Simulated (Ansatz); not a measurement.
## Dielectric function and optical constants of Pd: ground state and bands

Ansatz 0.2.0; DFT, PBE, plane-wave PAW, default files, scalar-relativistic, ground state.

The self-consistent density comes first; it also tells whether there is a gap, which decides the occupations and the need for a Drude term.

File input.yaml:

```yaml
crystal:
  lattice:
    - [0.0, 1.9465, 1.9465]
    - [1.9465, 0.0, 1.9465]
    - [1.9465, 1.9465, 0.0]
  atoms:
    - { symbol: Pd, position: [0.0, 0.0, 0.0] }
kpoints:
  mp_grid: { grid: [10, 10, 10] }
  band_path:
    path:
      - [[0.0, 0.0, 0.0], [0.5, 0.0, 0.5], [0.5, 0.25, 0.75], [0.375, 0.375, 0.75], [0.0, 0.0, 0.0], [0.5, 0.5, 0.5], [0.625, 0.25, 0.625], [0.5, 0.25, 0.75], [0.5, 0.5, 0.5], [0.375, 0.375, 0.75]]
      - [[0.625, 0.25, 0.625], [0.5, 0.0, 0.5]]
    npoints: 6
scf:
  occupations: { method: fermi_dirac, width: 0.05 }
  n_extra_bands: 6
hamiltonian:
  xc: pbe
  pseudopotentials: { kind: paw }
output:
  forces: true
  stress: true
  populations: true
  write_bands: true
  write_density: true
  write_potential: true
  elf: true
  volumetric_format: npy
```

Started as:

```sh
$ ansatz run input.yaml --threads 4 --pin off --max-ram 8192MiB --backend cpu --events-out ev --progress --plain --runs-dir out
```

Q: Predict the electronic bands.

An even count of 18 valence electrons could fill 9 bands, but bands overlap in energy here, so the system is a metal.

Electrostatic potential energy in the ac plane of the conventional cell at fractional y = 0.000, with atoms of Pd within 0.2 Å of it. With pseudopotentials it is smooth inside the atoms' cores, unlike the true potential.

ELF in the ac plane of the conventional cell at fractional y = 0.000, with atoms of Pd within 0.2 Å of it. It is the smooth field of the valence electrons, not physical close to the nuclei.

This step gave:

```
volume              : 14.75 Å³
gap on the path     : 0 eV
```

The electronic bands at the labelled points (eV, zero at the Fermi level; # counts the bands kept):

```tsv
point	#2	#3	#4	#5	#6	#7	#8	#9
Γ	-2.85	-2.85	-2.85	-1.24	-1.24	17.00	21.71	21.71
halfway	-4.09	-1.83	-1.57	-1.57	-0.68	18.04	18.04	18.17
X	-5.12	-0.07	0.28	0.28	3.33	10.72	13.16	13.16
halfway	-4.68	-1.41	-0.61	0.28	5.52	10.55	11.87	12.19
W	-3.40	-3.40	-1.34	0.28	8.89	8.89	10.33	11.59
halfway	-4.04	-2.52	-1.15	0.09	7.57	8.54	10.76	13.58
K	-4.17	-1.99	-0.97	-0.17	7.10	8.07	10.79	15.86
halfway	-3.55	-2.69	-1.91	-1.89	0.29	14.77	15.73	20.79
Γ	-2.85	-2.85	-2.85	-1.24	-1.24	17.00	21.71	21.71
halfway	-2.89	-2.56	-2.56	-1.09	-1.09	14.46	18.06	23.47
L	-2.90	-2.90	-0.04	-0.04	0.99	7.29	16.40	20.92
halfway	-3.44	-2.22	-2.15	-0.16	4.20	7.30	15.40	18.85
U	-4.17	-1.99	-0.97	-0.17	7.10	8.07	10.79	15.86
halfway	-4.04	-2.52	-1.15	0.09	7.57	8.54	10.76	13.58
W	-3.40	-3.40	-1.34	0.28	8.89	8.89	10.33	11.59
halfway	-3.65	-2.46	-1.99	-0.17	4.84	7.35	15.59	15.90
L	-2.90	-2.90	-0.04	-0.04	0.99	7.29	16.40	20.92
halfway	-3.44	-2.22	-2.15	-0.16	4.20	7.30	15.40	18.85
K	-4.17	-1.99	-0.97	-0.17	7.10	8.07	10.79	15.86
jump to U	-4.17	-1.99	-0.97	-0.17	7.10	8.07	10.79	15.86
halfway	-4.89	-0.66	-0.35	0.16	4.65	10.56	11.47	13.89
X	-5.12	-0.07	0.28	0.28	3.33	10.72	13.16	13.16
```

The electronic bands as a text plot (rows in eV, shown from -7.2 to 8.0 only):

```
    7.7 |            * *                     **  * **       *
    7.1 |               **               **** ***    ******* *
    6.4 |           *                               *         *
    5.8 |                                    *              *
    5.2 |                 *
    4.5 |          *                                 *         *
    3.9 |         *                         *              *
    3.3 |        *                                    *         *
    2.6 |                  **              *              *
    2.0 |       *                         *            * *
    1.4 |
    0.7 |                                *              *
    0.1 |       **********   **         ****** ******************
   -0.5 |    ***   *      *            *  *   *        * *    **
   -1.2 |****       ****** **  ********    *  ******      *  *
   -1.8 |  ***          ********       *     * *    ***     ***
   -2.4 | ***       *  *     *****  ****   **** *    **   ***
   -3.1 |**          **   ***  ******** ****     * ** *****
   -3.7 |  **        **   *****             ***  *****     **
   -4.3 |    ***    *******  **             ******** *     ****
   -5.0 |    ********   **             ** **   *      ** **  ****
   -5.6 |        **            *      *  *              *       *
   -6.2 |  **                       **
   -6.9 |**                     ****
         Γ       X    W  K        Γ      L     U  W     L   K|U X
```

Values in eV, 14 rows by 14 columns, each cell a mean:
```
-53 -39 -19   6  19  22  23  23  23  21  15  -5 -27 -47
-31 -22  -6  12  20  22  22  22  22  21  18   5 -13 -27
 -8  -1  10  18  20  20  19  18  19  20  19  15   5  -5
 14  16  19  20  18  12   6   3   8  15  19  19  18  15
 21  21  21  19  10  -6 -19 -22 -14   0  15  20  21  21
 23  23  21  16  -1 -22 -39 -45 -33 -14   8  19  22  23
 24  23  21  14  -8 -31 -53 -56 -45 -22   3  18  22  23
 23  23  21  15  -5 -27 -47 -53 -39 -19   6  19  22  23
 22  22  21  18   5 -13 -27 -31 -22  -6  12  20  22  22
 18  19  20  19  15   5  -5  -8  -1  10  18  20  20  19
  3   8  15  19  19  18  15  14  16  19  20  18  12   6
-22 -14   0  15  20  21  21  21  21  21  19  10  -6 -19
-45 -33 -14   8  19  22  23  23  23  21  16  -1 -22 -39
-56 -45 -22   3  18  22  23  24  23  21  14  -8 -31 -53
```

Ten even steps from '0' (0.16) to '9' (0.52), each cell a mean:
```
68951000002797
99731000001589
86311111111257
22111356421112
00013799862100
00026987984100
00028963796100
00027976895100
00015899973100
11112578631111
64211122211135
98621000001379
79841000002698
37961000002896
```

[Logs are printed without paths, hosts, clocks, repeated set-up lines and the standing remarks that a program may print on its own settings, such as how far it seeks lower states.]

[Hosts, paths, dates, database ids (printed as entryN), source tags and the programs' standing remarks are cut or masked in the printed files.]
